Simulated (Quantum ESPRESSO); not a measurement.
# Ba2Cu3Cl2O4: parallel and opposed starts, part 2 of 2

Wanted: the moments of Ba2Cu3Cl2O4 and the energy of each order that was tried.

Quantum ESPRESSO 7.5; LDA; plane waves with GBRV 1.5 LDA potentials, no spin-orbit coupling.

So far: Starting point; Run 1, typed as ferro +++.

### Step 3. Start 2: ferri +−+

The input, pw.in:

```
&CONTROL
  calculation = 'scf'
  prefix = 'pwscf'
  outdir = './tmp'
  pseudo_dir = './pseudo'
  disk_io = 'nowf'
/
&SYSTEM
  ibrav = 0
  nat = 11
  ntyp = 5
  ecutwfc = 40
  ecutrho = 280
  nbnd = 74
  occupations = 'smearing'
  smearing = 'fd'
  degauss = 0.00367493
  nspin = 2
  starting_magnetization(1) = 0
  starting_magnetization(2) = 0.0526
  starting_magnetization(3) = -0.0526
  starting_magnetization(4) = 0
  starting_magnetization(5) = 0
/
&ELECTRONS
  conv_thr = 2.2d-08
  electron_maxstep = 150
  mixing_beta = 0.3
/
ATOMIC_SPECIES
Ba    137.3270 ba_lda_v1.uspp.F.UPF
Cu1    63.5460 cu_lda_v1.2.uspp.F.UPF
Cu2    63.5460 cu_lda_v1.2.uspp.F.UPF
Cl     35.4500 cl_lda_v1.4.uspp.F.UPF
O      15.9990 o_lda_v1.2.uspp.F.UPF
CELL_PARAMETERS angstrom
  -2.7585000000    2.7585000000    6.9040000000
   2.7585000000   -2.7585000000    6.9040000000
   2.7585000000    2.7585000000   -6.9040000000
ATOMIC_POSITIONS crystal
Ba      0.3600000000    0.3600000000    0.0000000000
Ba      0.6400000000    0.6400000000    0.0000000000
Cu1     0.5000000000    0.0000000000    0.5000000000
Cu2     0.0000000000    0.5000000000    0.5000000000
Cu1     0.0000000000    0.0000000000    0.0000000000
Cl      0.7500000000    0.2500000000    0.5000000000
Cl      0.2500000000    0.7500000000    0.5000000000
O       0.2500000000    0.2500000000    0.5000000000
O       0.2500000000    0.7500000000    0.0000000000
O       0.7500000000    0.7500000000    0.5000000000
O       0.7500000000    0.2500000000    0.0000000000
K_POINTS automatic
6 6 6 0 0 0
```

Run with:

```sh
OMP_NUM_THREADS=1 mpirun -n 4 pw.x -nk 4 -in pw.in > pw.out
```

Output:

```text
[banner, memory and clock lines left out]
Program PWSCF v.7.5 starts

     Message from routine setup:
     using ibrav=0 with symmetry is DISCOURAGED, use correct ibrav instead

     bravais-lattice index     =            0
     lattice parameter (alat)  =      14.9854  a.u.
     unit-cell volume          =    1418.0886 (a.u.)^3
     number of atoms/cell      =           11
     number of atomic types    =            5
     number of electrons       =       115.00
     number of Kohn-Sham states=           74
     kinetic-energy cutoff     =      40.0000  Ry
     charge density cutoff     =     280.0000  Ry
     scf convergence threshold =      2.2E-08
     mixing beta               =       0.3000
     number of iterations used =            8  plain     mixing
     Exchange-correlation= SLA  PZ   NOGX NOGC
                           (   1   1   0   0   0   0   0)

     celldm(1)=  14.985404  celldm(2)=   0.000000  celldm(3)=   0.000000
     celldm(4)=   0.000000  celldm(5)=   0.000000  celldm(6)=   0.000000

     crystal axes: (cart. coord. in units of alat)
               a(1) = (  -0.347859   0.347859   0.870625 )
               a(2) = (   0.347859  -0.347859   0.870625 )
               a(3) = (   0.347859   0.347859  -0.870625 )

     reciprocal axes: (cart. coord. in units 2 pi/alat)
               b(1) = ( -0.000000  1.437364  0.574300 )
               b(2) = (  1.437364 -0.000000  0.574300 )
               b(3) = (  1.437364  1.437364  0.000000 )

     PseudoPot. # 1 for Ba read from file:
     ba_lda_v1.uspp.F.UPF
     Pseudo is Ultrasoft + core correction, Zval = 10.0

     PseudoPot. # 2 for Cu read from file:
     cu_lda_v1.2.uspp.F.UPF
     Pseudo is Ultrasoft + core correction, Zval = 19.0

     PseudoPot. # 3 for Cu read from file:
     cu_lda_v1.2.uspp.F.UPF
     Pseudo is Ultrasoft + core correction, Zval = 19.0

     PseudoPot. # 4 for Cl read from file:
     cl_lda_v1.4.uspp.F.UPF
     Pseudo is Ultrasoft + core correction, Zval =  7.0

     PseudoPot. # 5 for O  read from file:
     o_lda_v1.2.uspp.F.UPF
     Pseudo is Ultrasoft + core correction, Zval =  6.0

     atomic species   valence    mass     pseudopotential
     Ba               10.00   137.32700     Ba( 1.00)
     Cu1              19.00    63.54600     Cu( 1.00)
     Cu2              19.00    63.54600     Cu( 1.00)
     Cl                7.00    35.45000     Cl( 1.00)
     O                 6.00    15.99900     O ( 1.00)

     Starting magnetic structure
     atomic species   magnetization
     Ba              0.000
     Cu1             0.053
     Cu2            -0.053
     Cl              0.000
     O               0.000

      8 Sym. Ops., with inversion, found

   Cartesian axes

     site n.     atom                  positions (alat units)
         1        Ba     tau(   1) = (  -0.0000000   0.0000000   0.6268501  )
         2        Ba     tau(   2) = (   0.0000000  -0.0000000   1.1144001  )
         3        Cu1    tau(   3) = (   0.0000000   0.3478591   0.0000000  )
         4        Cu2    tau(   4) = (   0.3478591   0.0000000   0.0000000  )
         5        Cu1    tau(   5) = (   0.0000000   0.0000000   0.0000000  )
         6        Cl     tau(   6) = (   0.0000000   0.3478591   0.4353126  )
         7        Cl     tau(   7) = (   0.3478591  -0.0000000   0.4353126  )
         8        O      tau(   8) = (   0.1739296   0.1739296   0.0000000  )
         9        O      tau(   9) = (   0.1739296  -0.1739296   0.8706251  )
        10        O      tau(  10) = (   0.1739296   0.1739296   0.8706251  )
        11        O      tau(  11) = (  -0.1739296   0.1739296   0.8706251  )

     number of k points=    46  Fermi-Dirac smearing, width (Ry)=  0.0037
                       cart. coord. in units 2pi/alat
        k(    1) = (   0.0000000   0.0000000   0.0000000), wk =   0.0046296
        k(    2) = (   0.2395606   0.2395606   0.0000000), wk =   0.0185185
        k(    3) = (   0.4791212   0.4791212   0.0000000), wk =   0.0185185
        k(    4) = (  -0.7186818  -0.7186818   0.0000000), wk =   0.0092593
        k(    5) = (   0.2395606  -0.0000000   0.0957167), wk =   0.0185185
        [... 41 further k-points ...]

     Dense  grid:   112021 G-vectors     FFT dimensions: (  80,  80,  80)

     Smooth grid:    48469 G-vectors     FFT dimensions: (  64,  64,  64)

     Check: negative core charge=   -0.000002
     Generating pointlists ...
     new r_m :   0.1429 (alat units)  2.1407 (a.u.) for type    1
     new r_m :   0.1015 (alat units)  1.5205 (a.u.) for type    2
     new r_m :   0.1015 (alat units)  1.5205 (a.u.) for type    3
     new r_m :   0.1638 (alat units)  2.4547 (a.u.) for type    4
     new r_m :   0.1015 (alat units)  1.5205 (a.u.) for type    5

     Initial potential from superposition of free atoms

     starting charge     111.9746, renormalised to     115.0000

     negative rho (up, down):  1.156E-01 1.156E-01
     Starting wfcs are   89 randomized atomic wfcs

     Self-consistent Calculation

     iteration #  1     ecut=    40.00 Ry     beta= 0.30
     Davidson diagonalization with overlap
     ethr =  1.00E-02,  avg # of iterations =  2.4

     negative rho (up, down):  1.119E-01 1.119E-01

     total energy              =   -1547.37936087 Ry
     estimated scf accuracy    <       1.72062339 Ry

     total magnetization       =     0.94 Bohr mag/cell
     absolute magnetization    =     1.99 Bohr mag/cell

     iteration #  2     ecut=    40.00 Ry     beta= 0.30
     Davidson diagonalization with overlap
     ethr =  1.50E-03,  avg # of iterations =  2.1

     negative rho (up, down):  1.098E-01 1.098E-01

     total energy              =   -1547.68539914 Ry
     estimated scf accuracy    <       0.33569542 Ry

     total magnetization       =     0.44 Bohr mag/cell
     absolute magnetization    =     1.00 Bohr mag/cell

     [... further iterations left out ...]

     iteration # 40     ecut=    40.00 Ry     beta= 0.30
     Davidson diagonalization with overlap
     ethr =  3.25E-10,  avg # of iterations =  4.0

     negative rho (up, down):  1.044E-01 1.044E-01

     total energy              =   -1547.71636286 Ry
     estimated scf accuracy    <       0.00000014 Ry

     total magnetization       =     0.00 Bohr mag/cell
     absolute magnetization    =     0.00 Bohr mag/cell

     iteration # 41     ecut=    40.00 Ry     beta= 0.30
     Davidson diagonalization with overlap
     ethr =  1.20E-10,  avg # of iterations =  2.6

     negative rho (up, down):  1.044E-01 1.044E-01

     Magnetic moment per site  (integrated on atomic sphere of radius R)
     atom   1 (R=0.143)  charge=  6.6006  magn= -0.0000
     atom   2 (R=0.143)  charge=  6.6006  magn= -0.0000
     atom   3 (R=0.101)  charge= 16.4540  magn=  0.0004
     atom   4 (R=0.101)  charge= 16.4540  magn= -0.0005
     atom   5 (R=0.101)  charge= 16.4160  magn= -0.0001
     atom   6 (R=0.164)  charge=  6.7103  magn=  0.0000
     atom   7 (R=0.164)  charge=  6.7103  magn=  0.0000
     atom   8 (R=0.101)  charge=  5.2938  magn= -0.0000
     atom   9 (R=0.101)  charge=  5.2938  magn= -0.0000
     atom  10 (R=0.101)  charge=  5.2938  magn= -0.0000
     atom  11 (R=0.101)  charge=  5.2938  magn= -0.0000

     End of self-consistent calculation

     [... lines left out ...]
     the Fermi energy is     7.1046 ev

!    total energy              =   -1547.71636304 Ry
     estimated scf accuracy    <          9.4E-09 Ry
     smearing contrib. (-TS)   =      -0.00238934 Ry
     internal energy E=F+TS    =   -1547.71397370 Ry

     The total energy is F=E-TS. E is the sum of the following terms:
     one-electron contribution =   -1680.06085530 Ry
     hartree contribution      =     887.45519590 Ry
     xc contribution           =    -217.59508806 Ry
     ewald contribution        =    -537.51322624 Ry

     total magnetization       =    -0.00 Bohr mag/cell
     absolute magnetization    =     0.00 Bohr mag/cell

     convergence has been achieved in  41 iterations
```

Run time: 18 min. Hardware: 4 MPI ranks of Arm Neoverse V2, shared host; peak memory 1.9 GiB; 71 min of CPU time.

Spin moment in the atom's sphere by atom:

```csv
atom,spin moment in the atom's sphere (μB)
Ba1,0.0000
Ba2,0.0000
Cu3,0.0004
Cu4,-0.0005
Cu5,-0.0001
Cl6,0.0000
Cl7,0.0000
O8,0.0000
O9,0.0000
O10,0.0000
O11,0.0000
```

Numbers from this step:

- smearing term TS: 0.03251 eV
- magnetization: 0 μB
- absolute magnetization: 0 μB
- final state: non-magnetic

### Step 4. Run 3, typed as ferri ++−

Changes to pw.in since step 3:

```diff
@@ -43,4 +43,4 @@
 Cu1     0.5000000000    0.0000000000    0.5000000000
-Cu2     0.0000000000    0.5000000000    0.5000000000
-Cu1     0.0000000000    0.0000000000    0.0000000000
+Cu1     0.0000000000    0.5000000000    0.5000000000
+Cu2     0.0000000000    0.0000000000    0.0000000000
 Cl      0.7500000000    0.2500000000    0.5000000000
```

Output:

```text
     [... lines left out ...]
Program PWSCF v.7.5 starts
     [... lines left out ...]
     number of atoms/cell      =           11
     [... lines left out ...]
     number of electrons       =       115.00
     number of Kohn-Sham states=           74
     kinetic-energy cutoff     =      40.0000  Ry
     charge density cutoff     =     280.0000  Ry
     scf convergence threshold =      2.2E-08
     [... lines left out ...]
     16 Sym. Ops., with inversion, found
     [... lines left out ...]
     number of k points=    30  Fermi-Dirac smearing, width (Ry)=  0.0037
     [... lines left out ...]
     iteration # 34     ecut=    40.00 Ry     beta= 0.30
     [... lines left out ...]
     Magnetic moment per site  (integrated on atomic sphere of radius R)
     atom   1 (R=0.143)  charge=  6.6006  magn= -0.0000
     atom   2 (R=0.143)  charge=  6.6006  magn= -0.0000
     atom   3 (R=0.101)  charge= 16.4540  magn= -0.0000
     atom   4 (R=0.101)  charge= 16.4540  magn= -0.0000
     atom   5 (R=0.101)  charge= 16.4160  magn= -0.0005
     atom   6 (R=0.164)  charge=  6.7103  magn= -0.0000
     atom   7 (R=0.164)  charge=  6.7103  magn= -0.0000
     atom   8 (R=0.101)  charge=  5.2938  magn= -0.0001
     atom   9 (R=0.101)  charge=  5.2938  magn= -0.0001
     atom  10 (R=0.101)  charge=  5.2938  magn= -0.0001
     atom  11 (R=0.101)  charge=  5.2938  magn= -0.0001
     [... lines left out ...]
     the Fermi energy is     7.1045 ev
!    total energy              =   -1547.71636303 Ry
     estimated scf accuracy    <       0.00000001 Ry
     smearing contrib. (-TS)   =      -0.00238916 Ry
     [... lines left out ...]
     total magnetization       =    -0.00 Bohr mag/cell
     absolute magnetization    =     0.00 Bohr mag/cell
     convergence has been achieved in  34 iterations
```

It took 9.9 min on 4 MPI ranks; peak memory 1.7 GiB.

Spin moment in the atom's sphere by atom:

```csv
atom,spin moment in the atom's sphere (μB)
Ba1,0.0000
Ba2,0.0000
Cu3,0.0000
Cu4,0.0000
Cu5,-0.0005
Cl6,0.0000
Cl7,0.0000
O8,-0.0001
O9,-0.0001
O10,-0.0001
O11,-0.0001
```

Numbers from this step:

* smearing term TS: 0.03251 eV
* magnetization: 0 μB
* absolute magnetization: 0 μB
* final state: non-magnetic

### Step 5. Energies of the orders

An order is kept where moments of 0.15 μB or more survive with the typed signs; meshes match where a doubled cell samples the same k points as the first cell.

Orders:

```csv
start,final state,typed order kept,energy over the lowest (meV a seeded atom),largest site moment (μB),net moment (μB a cell of the first run),mesh matched,CPU time (s)
ferro +++,non-magnetic,no,0,0.0016,0.002681,yes,2648
ferri +-+,non-magnetic,no,0,0,0,yes,4256
ferri ++-,non-magnetic,no,0,0,9.09e-4,yes,2370
```

### Step 6. Outcome

| Property | Result |
| --- | --- |
| lowest state found | non-magnetic (from ferro +++, ferri +-+ and ferri ++-) |
| largest site moment | 0.00160 μB |

In words: The lowest state carries no moment, and no start kept one. This is the lowest of 3 collinear or spinless starts, no proof of the ground state. No Hubbard term acts here. In such compounds local and semilocal functionals without one often delocalise the d electrons, and can shrink or lose moments and miss the size, sign and order of the couplings. The smearing term is large for its width, so states at the Fermi level are partly filled: at this level the cell is a metal or has a gap of a few widths at most. By charge balance Cu is d9; such ions mostly distort their surroundings (Jahn–Teller), and their compounds are mostly insulators, which a run without U in an unrelaxed cell can miss.

[Logs and program files are shortened in this print: banners, set-up blocks, solver, clock and traceback lines can be left out without a mark of their own.]

[Logs are printed without paths, hosts, clocks, repeated set-up lines and the standing remarks that a program may print on its own settings, such as how far it seeks lower states.]

[Hosts, paths, dates, database ids (printed as entryN), source tags and the programs' standing remarks are cut or masked in the printed files.]

[Where a cell is said to come from a database of computed structures, the database is the Materials Project.]
